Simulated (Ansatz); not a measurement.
## Relaxing twisted graphene double bilayer, 38.21° (56 atoms)

Aim: bring twisted graphene double bilayer, 38.21° (56 atoms) to a nearby minimum of the energy and see what moves.

Method: Kohn-Sham DFT, PBE+D4, PAW (set soft_2), plane waves, in Ansatz 0.2.0.

## 1. Set-up

The cell holds 56 atoms: 56 C. Its edges and angles: a = 6.508 Å, b = 6.509 Å, c = 24.180 Å, α = 90.0°, β = 90.0°, γ = 120.0°. It derives from C (graphene). Graphene (a = 2.46 Å) under graphene (a = 2.46 Å), double bilayer, commensurate cell of 7 unit cells a layer, twist 38.21 deg; facing planes 3.33, 3.52, 3.33 Å apart as built; 14 Å of vacuum; minimised with a classical potential. Regions: layer 1, 14 atoms (14 C); layer 2, 14 atoms (14 C); layer 3, 14 atoms (14 C); layer 4, 14 atoms (14 C). Vacuum lies along c.

Before any run, some limits are plain. The cell is under 6 Å thick along two periodic directions, so every atom has periodic images of itself close by, which move with it and show among its neighbours and in g(r).

## 2. Single point at the start

The forces at the start show how far the geometry lies from a minimum of this functional.

File input.yaml:

```yaml
crystal:
  lattice:
    - [6.5085, 0.0, 0.0]
    - [-3.25425, 5.63653, 0.0]
    - [0.0, 0.0, 24.18]
  atoms:
    - { symbol: C, position: [0.19048, 0.2381, 0.29087] }
    - { symbol: C, position: [0.2381, 0.04762, 0.29084] }
    - { symbol: C, position: [0.33333, 0.66667, 0.29087] }
    - { symbol: C, position: [0.38095, 0.47619, 0.29084] }
    - { symbol: C, position: [0.47619, 0.09524, 0.29087] }
    - { symbol: C, position: [0.52381, 0.90476, 0.29084] }
    - { symbol: C, position: [0.61905, 0.52381, 0.29087] }
    - { symbol: C, position: [0.66667, 0.33333, 0.29084] }
    - { symbol: C, position: [0.7619, 0.95238, 0.29087] }
    - { symbol: C, position: [0.80952, 0.7619, 0.29084] }
    - { symbol: C, position: [0.90476, 0.38095, 0.29087] }
    - { symbol: C, position: [0.95238, 0.19048, 0.29084] }
    - { symbol: C, position: [0.04762, 0.80952, 0.29087] }
    - { symbol: C, position: [0.09524, 0.61905, 0.29084] }
    - { symbol: C, position: [0.38095, 0.47619, 0.43042] }
    - { symbol: C, position: [0.42857, 0.28571, 0.43035] }
    - { symbol: C, position: [0.52382, 0.90477, 0.43042] }
    - { symbol: C, position: [0.57143, 0.71429, 0.43037] }
    - { symbol: C, position: [0.66667, 0.33334, 0.43037] }
    - { symbol: C, position: [0.7143, 0.14287, 0.43035] }
    - { symbol: C, position: [0.80952, 0.76191, 0.4304] }
    - { symbol: C, position: [0.85714, 0.57143, 0.43035] }
    - { symbol: C, position: [0.95239, 0.19048, 0.4304] }
    - { symbol: C, position: [0.0, 0.0, 0.4304] }
    - { symbol: C, position: [0.09524, 0.61906, 0.43042] }
    - { symbol: C, position: [0.14286, 0.42858, 0.43037] }
    - { symbol: C, position: [0.2381, 0.04762, 0.4304] }
    - { symbol: C, position: [0.28572, 0.85714, 0.43037] }
    - { symbol: C, position: [0.61904, 0.09524, 0.56965] }
    - { symbol: C, position: [0.66667, 0.33333, 0.56963] }
    - { symbol: C, position: [0.4762, 0.38096, 0.56965] }
    - { symbol: C, position: [0.52381, 0.61905, 0.5696] }
    - { symbol: C, position: [0.19047, 0.95238, 0.56963] }
    - { symbol: C, position: [0.2381, 0.19048, 0.56958] }
    - { symbol: C, position: [0.33333, 0.66667, 0.5696] }
    - { symbol: C, position: [0.38095, 0.90476, 0.5696] }
    - { symbol: C, position: [0.04762, 0.23809, 0.56963] }
    - { symbol: C, position: [0.09524, 0.47619, 0.5696] }
    - { symbol: C, position: [0.76191, 0.80953, 0.56963] }
    - { symbol: C, position: [0.80952, 0.04761, 0.56958] }
    - { symbol: C, position: [0.90476, 0.5238, 0.56965] }
    - { symbol: C, position: [0.95239, 0.7619, 0.56958] }
    - { symbol: C, position: [0.38095, 0.90476, 0.70916] }
    - { symbol: C, position: [0.42857, 0.14285, 0.70913] }
    - { symbol: C, position: [0.23809, 0.19047, 0.70916] }
    - { symbol: C, position: [0.28571, 0.42857, 0.70913] }
    - { symbol: C, position: [0.95238, 0.7619, 0.70916] }
    - { symbol: C, position: [0.0, 0.0, 0.70913] }
    - { symbol: C, position: [0.09523, 0.47619, 0.70916] }
    - { symbol: C, position: [0.14285, 0.71428, 0.70913] }
    - { symbol: C, position: [0.80952, 0.04762, 0.70916] }
    - { symbol: C, position: [0.85714, 0.28571, 0.70913] }
    - { symbol: C, position: [0.5238, 0.61904, 0.70916] }
    - { symbol: C, position: [0.57142, 0.85714, 0.70913] }
    - { symbol: C, position: [0.66666, 0.33333, 0.70916] }
    - { symbol: C, position: [0.71428, 0.57142, 0.70913] }
kpoints:
  mp_grid: { grid: [3, 3, 1] }
hamiltonian:
  xc: pbe
  dispersion: d4
scf:
  occupations: { method: gaussian, width: 0.025 }
output:
  forces: true
  populations: true
  dos:
    method: { smearing: { sigma: 0.08 } }
    de: 0.1
    projected:
      site_lists:
        C: [C]
        layer_1: [0, 1, 2, 3, 4, 5, 6, 7, 8, 9, 10, 11, 12, 13]
        layer_2: [14, 15, 16, 17, 18, 19, 20, 21, 22, 23, 24, 25, 26, 27]
        layer_3: [28, 29, 30, 31, 32, 33, 34, 35, 36, 37, 38, 39, 40, 41]
        layer_4: [42, 43, 44, 45, 46, 47, 48, 49, 50, 51, 52, 53, 54, 55]
  eigenvalues: true
```

Run with:

```
$ ansatz run input.yaml --threads 4 --pin off --max-ram 8192MiB --backend cpu --events-out ev --progress --plain --runs-dir out
```

Numbers of over 12 decimals in the logs are rounded to 6 here.

The program printed:

```text
Warning: at least one further symmetry operation maps every atom of the structure, as the run holds it, onto an atom to within 1.44e-5 (fractional), and is not used: to satisfy it, and what else the atoms miss by up to 2.00e-5, twice crystal.symmetry.tolerance (1.0e-5), an atom would have to move by the tolerance or more, and atoms are only ever moved by less. [...]
Engine: ansatz 0.2.0, aarch64-unknown-linux-gnu
Pseudopotentials: kind: paw
Pseudopotential: C, paw, valence charge 4, recommended cutoff 420 eV (normal), C.paw.azcp
[... 5 lines on functional and potentials left out ...]
Crystal: 56 atoms, lattice volume = 887.052 Å³
Basis set: ecut = 420 eV, 17313 PW (Γ), exchange–correlation on 90×90×324 points (8 copies of the dense FFT grid, shifted against one another)
Bands: 168, of which v1, the nominal top of the filled ones, is band 112 counted from 1 (111 counted from 0)
Symmetry: 1 space group operations
Space group: P1 (ITA 1), of the structure as read, at distance tolerance 9.6e-5 Å
k-points: 5 of 9 (time reversal used)
[... 3 lines on functional and potentials left out ...]
Initial density: superposition of atomic densities (neutral atoms: chi_scale 0, normalization atom), corrected by the library's trained network
Initial wavefunctions: pseudopotential atomic-orbital guess
Functional: x = pbe(κ = 0.804, μ = 0.219515), c = pbe(β = 0.066725)
SCF iter   1: F=—  HF=-14060.514721 eV  |F-HF|=—  |Δ(HF+E_count)|=         —  Δρ=3.53e-3  dr2=5.26e-1  ethr=1.77e-3  ⟨swp⟩=11.2  Hψ=5555  notcnv=0  defer=145
preconditioner: auto → LDOS  [insulator: Δε(μ)=0.045 eV  Ē_g=15.143 eV  σ=0.025 eV  W_gap=0.80  n_scr=148 (ndim 8)  ℏωp=18.7 eV  f_vac=0.442  D(μ)=17.58/eV (n_scr^D=80)  ε∞_Penn≈2.5  β→1.0]
SCF iter   2: F=—  HF=-14060.510382 eV  |F-HF|=—  |Δ(HF+E_count)|=   4.34e-3  Δρ=2.31e-3  dr2=4.41e-1  ethr=2.35e-4  ⟨swp⟩=2.2  Hψ=1000  notcnv=0  defer=242
SCF iter   3: F=—  HF=-14060.507448 eV  |F-HF|=—  |Δ(HF+E_count)|=   2.93e-3  Δρ=7.11e-4  dr2=3.70e-2  ethr=1.97e-4  ⟨swp⟩=1.4  Hψ=600  notcnv=0  defer=247
SCF iter   4: F=—  HF=-14060.507495 eV  |F-HF|=—  |Δ(HF+E_count)|=   4.77e-5  Δρ=1.91e-4  dr2=3.09e-4  ethr=1.65e-5  ⟨swp⟩=1.4  Hψ=594  notcnv=0  defer=250
SCF iter   5: F=—  HF=-14060.507551 eV  |F-HF|=—  |Δ(HF+E_count)|=   5.56e-5  Δρ=9.67e-5  dr2=8.06e-5  ethr=1.38e-7  ⟨swp⟩=2.0  Hψ=1149  notcnv=0  defer=250
SCF iter   6: F=—  HF=-14060.508019 eV  |F-HF|=—  |Δ(HF+E_count)|=   4.68e-4  Δρ=3.07e-5  dr2=1.68e-5  ethr=3.60e-8  ⟨swp⟩=2.0  Hψ=1073  notcnv=0  defer=250
SCF iter   7: F=—  HF=-14060.508021 eV  |F-HF|=—  |Δ(HF+E_count)|=   1.95e-6  Δρ=2.21e-5  dr2=8.19e-6  ethr=7.49e-9  ⟨swp⟩=1.0  Hψ=590  notcnv=0  defer=250
SCF iter   8: F=—  HF=-14060.508022 eV  |F-HF|=—  |Δ(HF+E_count)|=   5.69e-7  Δρ=1.61e-5  dr2=4.17e-6  ethr=3.66e-9  ⟨swp⟩=1.2  Hψ=592  notcnv=0  defer=250
SCF iter   9: F=—  HF=-14060.508022 eV  |F-HF|=—  |Δ(HF+E_count)|=   4.89e-7  Δρ=1.14e-5  dr2=1.51e-6  ethr=1.86e-9  ⟨swp⟩=2.0  Hψ=920  notcnv=0  defer=250
SCF iter  10: F=—  HF=-14060.508023 eV  |F-HF|=—  |Δ(HF+E_count)|=   6.43e-7  Δρ=3.31e-6  dr2=3.20e-7  ethr=6.74e-10  ⟨swp⟩=2.0  Hψ=1013  notcnv=0  defer=250
SCF iter  11: F=-14060.508024 eV  HF=-14060.508024 eV  |F-HF|=3.92e-8  |Δ(HF+E_count)|=   4.30e-7  Δρ=1.10e-6  dr2=3.44e-8  ethr=4.46e-11  ⟨swp⟩=26.8  Hψ=6626  notcnv=0
SCF 1 converged in 11 iterations: F = -14060.508024 eV  dr2 = 3.44e-8
  greatest PAW one-centre occupation: 0.674 electrons in one spin orbital (limit 2), on the C atom at site 35 (counted from 0), in its partial waves of l = 0
SCF converged after 11 iterations
Free energy (F): -14060.508024 eV
Harris-Foulkes:  -14060.508024 eV  (|F-HF|=3.92e-8)
Internal energy: -14060.495500 eV  (E = F + TS)
E sigma→0 (E₀):  -14060.501762 eV
Entropy (-TS):   -0.012524 eV (-0.224 meV/atom)
Fermi energy:    2.006109 eV
--- Per-component energies (eV) ---
  E_band       = -1598.600815
  E_kinetic    = 5102.145545
  E_local      = -112811.202603  (includes V_loc(G=0)·N_el)
  E_nonlocal   = 1531.610173
  E_hartree    = 54146.605239
  E_xc         = -2691.037921
  E_vxc        = -3332.030016  (∫ρ·V_xc dr)
  E_paw        = -5564.327117  (= ΣΔE_a)
  E_vpaw       = -382.292326  (= ΣTr[D̂ρ^β])
  E_aug_tail   = 0.000422  (compensation charges beyond the density's cutoff)
  E_ewald      = 46234.543205
  E_disp       = -8.832442  (pairwise vdW)
  E_smearing   = -0.012524  (= −TS)
  E_closure    = -0.000000  (closes the sum)
  Σ components = -14060.508024   (vs F -14060.508024, Δ=0.00e0)
--- Forces (eV/Å), atoms counted from 1 ---
  atom   1  C     -0.00100920    -0.00064049    -0.01794721
  atom   2  C     -0.00117584    -0.00079008     0.05406822
  atom   3  C      0.00196605    -0.00114119    -0.01746462
  atom   4  C      0.00121828     0.00062821     0.05316198
  atom   5  C      0.00156455    -0.00106952    -0.01817038
  atom   6  C     -0.00120819     0.00153896     0.05315724
  atom   7  C     -0.00099269    -0.00117719    -0.01817209
  atom   8  C     -0.00197248     0.00113785     0.05448976
  atom   9  C      0.00106288    -0.00048058    -0.01794531
  atom  10  C     -0.00004368     0.00136663     0.05406711
  atom  11  C      0.00086728     0.00137420    -0.01816824
  atom  12  C      0.00146067    -0.00075665     0.05406298
  atom  13  C     -0.00030477     0.00129420    -0.01794538
  atom  14  C     -0.00145140    -0.00129958     0.05315615
[...]
atom  55  C      0.00154478    -0.00088108    -0.05448019
  atom  56  C     -0.00074164     0.00190148     0.01817044
  max |Σ_I F_I| component: 1.17e-5 eV/Å
--- Band table (eV; the first three rows and the last of 5) ---
  k-point 0: bands = ["-17.6537", "-17.5978", "-17.5074", "-17.4171", [... 152 levels ...], "10.3923", "10.3927", "10.3927", "10.4364", "10.4366", "10.4372", "10.4374", "10.9550", "10.9550", "10.9560", "10.9571", "10.9571"]
[...]
--- Löwdin populations: 56 sites ---
  site symbol       q [e]
     0      C      3.9614
     1      C      3.9595
     2      C      3.9614
[...]
55      C      3.9613
  spilling = 0.009211 (of n_electrons = 224.000000)
```

Run time: 38 s. Hardware: 4 threads of Arm Neoverse V2, shared host; peak memory 3 GiB; 2.3 min of CPU time.

The program notes that the atoms just miss a symmetry operation.

Numbers from this run:

```yaml
free_energy: -14060.5080 eV
free_energy_per_atom: -251.0805 eV/atom
scf_cycles: 11
r_m_s_force_component: 0.02583 eV/Å
longest_force: 0.07316 eV/Å
fermi_energy: 2.006 eV
levels_partly_filled_by_over_2_per_cent: 4
spilling_of_the_projection: 0.009211
```

The r.m.s. force component of 0.026 eV/Å sets the starting point.

Length of the force by element:

```csv
element,coordination,atoms,mean length of the force (eV/Å),spread,least,most
C,all,56,0.0397,0.0207,0.015,0.0732
```

## 3. Relaxation

With the cell held, the atoms are moved downhill towards a nearby minimum.

input.yaml, the sections that differ from step 2:

```yaml
output:
  forces: true
relax:
  f_tol: 0.05
  max_steps: 155
# crystal, kpoints, hamiltonian, scf: as in step 2
```

The program printed:

```text
[...]
Crystal: 56 atoms, lattice volume = 887.052 Å³
Basis set: ecut = 420 eV, 17313 PW (Γ), exchange–correlation on 90×90×324 points (8 copies of the dense FFT grid, shifted against one another)
Bands: 168, of which v1, the nominal top of the filled ones, is band 112 counted from 1 (111 counted from 0)
Symmetry: 1 space group operations
[...]
k-points: 5 of 9 (time reversal used)
[...]
SCF iter   1: F=—  HF=-14060.514720 eV  |F-HF|=—  |Δ(HF+E_count)|=         —  Δρ=3.53e-3  dr2=5.26e-1  ethr=1.77e-3  ⟨swp⟩=11.2  Hψ=5555  notcnv=0  defer=145
[...]
SCF iter   6: F=-14060.508012 eV  HF=-14060.508020 eV  |F-HF|=7.77e-6  |Δ(HF+E_count)|=   1.48e-5  Δρ=3.12e-5  dr2=1.78e-5  ethr=2.79e-8  ⟨swp⟩=4.0  Hψ=2027  notcnv=0
SCF 1 converged in 6 iterations: F = -14060.508012 eV  dr2 = 1.78e-5
[...]
relax step   1: F+E_penalty+E_count = -14060.50801178 eV  Δ(F+E_penalty+E_count) = +0.000e0 eV  max|allowed force component| = 7.310e-2 eV/Å  Δτ_max = 0.0000 Å  (6 SCF iters, dr2 threshold 6.25e-5 eV, accepted)
[...]
relax step   2: F+E_penalty+E_count = -14060.22644489 eV  Δ(F+E_penalty+E_count) = +2.816e-1 eV  max|allowed force component| = 1.253e-1 eV/Å  Δτ_max = 0.1927 Å  (15 SCF iters, rejected (line search))
[...]
relax step   3: F+E_penalty+E_count = -14060.53535387 eV  Δ(F+E_penalty+E_count) = -2.734e-2 eV  max|allowed force component| = 2.633e-2 eV/Å  Δτ_max = 0.0542 Å  (18 SCF iters, accepted)
SCF converged after 18 iterations
Free energy (F): -14060.535354 eV
[...]
Internal energy: -14060.522827 eV  (E = F + TS)
E sigma→0 (E₀):  -14060.529090 eV
Entropy (-TS):   -0.012527 eV (-0.224 meV/atom)
Fermi energy:    2.000688 eV
[...]
--- Forces (eV/Å), atoms counted from 1 ---
  atom   1  C     -0.00084381    -0.00064874     0.02332589
  atom   2  C     -0.00103605    -0.00065930    -0.01814370
  atom   3  C      0.00152146    -0.00089874     0.02311168
  atom   4  C      0.00093130     0.00073183    -0.01800409
  atom   5  C      0.00120739    -0.00102005     0.02334913
  atom   6  C     -0.00104849     0.00126820    -0.01800259
  atom   7  C     -0.00083671    -0.00102266     0.02335055
  atom   8  C     -0.00154518     0.00089008    -0.01876964
  atom   9  C      0.00103102    -0.00036381     0.02332651
  atom  10  C     -0.00007333     0.00114085    -0.01814259
  atom  11  C      0.00081298     0.00121101     0.02334907
  atom  12  C      0.00117156    -0.00060945    -0.01814070
  atom  13  C     -0.00032811     0.00113647     0.02332731
  atom  14  C     -0.00114958    -0.00118031    -0.01800373
[...]
atom  55  C      0.00129748    -0.00071154     0.01877182
  atom  56  C     -0.00067203     0.00168995    -0.02334715
  max |Σ_I F_I| component: 1.83e-5 eV/Å
--- Relaxed structure (3 steps of the walk, 2 accepted, 0 SCFs on fresh bases) ---
  F+E_penalty+E_count = -14060.53535387 eV   max|allowed force component| = 2.633e-2 eV/Å
  atoms:
    - { symbol: C, position: [0.190471, 0.238098, 0.292959] }
    - { symbol: C, position: [0.238091, 0.047618, 0.293081] }
    - { symbol: C, position: [0.333322, 0.666668, 0.292957] }
    - { symbol: C, position: [0.380942, 0.476188, 0.293077] }
[...]
- { symbol: C, position: [0.714272, 0.571411, 0.707042] }
```

It took 67 s on 4 threads; peak memory 2.8 GiB; 4.3 min of CPU time.

The steps of the relaxation:

```
step  energy less that of the first step (eV)  largest force component (eV/Å)
   1                                   0.0000                          0.0731
   2                                   0.2816                          0.1253
   3                                  -0.0273                          0.0263
```

Relaxation step 2 was tried and not accepted.

The atoms that moved most (Å):

| atom | dx | dy | dz | length |
| --- | --- | --- | --- | --- |
| C49 | 0.000 | 0.000 | -0.054 | 0.054 |
| C51 | 0.000 | 0.000 | -0.054 | 0.054 |
| C55 | 0.000 | 0.000 | -0.054 | 0.054 |
| C53 | 0.000 | 0.000 | -0.054 | 0.054 |
| C47 | 0.000 | 0.000 | -0.054 | 0.054 |
| C43 | 0.000 | 0.000 | -0.054 | 0.054 |
| C45 | 0.000 | 0.000 | -0.054 | 0.054 |
| C2 | 0.000 | 0.000 | 0.054 | 0.054 |

The relaxation changed the energy by -0.488 meV/atom, and atoms moved by 0.045 Å r.m.s., 0.054 Å at most.

## 4. Local order after relaxation

Bonds before and after, by the cutoffs listed below:

| pair | bonds before | bonds after | mean before (Å) | mean after (Å) | spread before (Å) | spread after (Å) |
| --- | --- | --- | --- | --- | --- | --- |
| C-C | 84 | 84 | 1.420 | 1.420 | 0.000 | 0.000 |

Normalised to the volume that the atoms fill. Pair distribution function in bins of 0.2 Å:

```csv
r (Å),total
1.40,4.62
1.60,0.00
1.80,0.00
2.00,0.00
2.20,0.00
2.40,3.06
2.60,0.00
2.80,1.18
3.00,0.00
3.20,0.15
3.40,0.09
3.60,1.23
3.80,1.51
4.00,0.32
4.20,1.69
4.40,0.94
4.60,0.10
4.80,0.18
5.00,2.14
5.20,0.79
5.40,0.49
5.60,0.39
5.80,0.20
6.00,1.09
6.20,0.63
6.40,0.12
6.60,1.35
6.80,0.28
```

Bonds by pair of elements; cutoffs follow the first minimum of g(r), held within bounds set by covalent radii, and pairs that aren't listed don't count as bonded:

```
pair A-B  cutoff (Å)  bonds  mean length (Å)  spread (Å)  shortest (Å)  B about A  A about B
     C-C        1.82     84             1.42           0          1.42          3          3
```

How many atoms have how many bonded neighbours:

| element | mean | 3 |
| --- | --- | --- |
| C | 3 | 56 |

Bond angles (no mean is given where the spread exceeds 20°):

```csv
angle,count,mean (°),spread (°)
C-C-C,168,120,0
```

By these cutoffs all C atoms have 3 bonded neighbours.

(Continued in part 2 of 2.)

[Logs are printed without paths, hosts, clocks, repeated set-up lines and the standing remarks that a program may print on its own settings, such as how far it seeks lower states.]

[Hosts, paths, dates, database ids (printed as entryN), source tags and the programs' standing remarks are cut or masked in the printed files.]
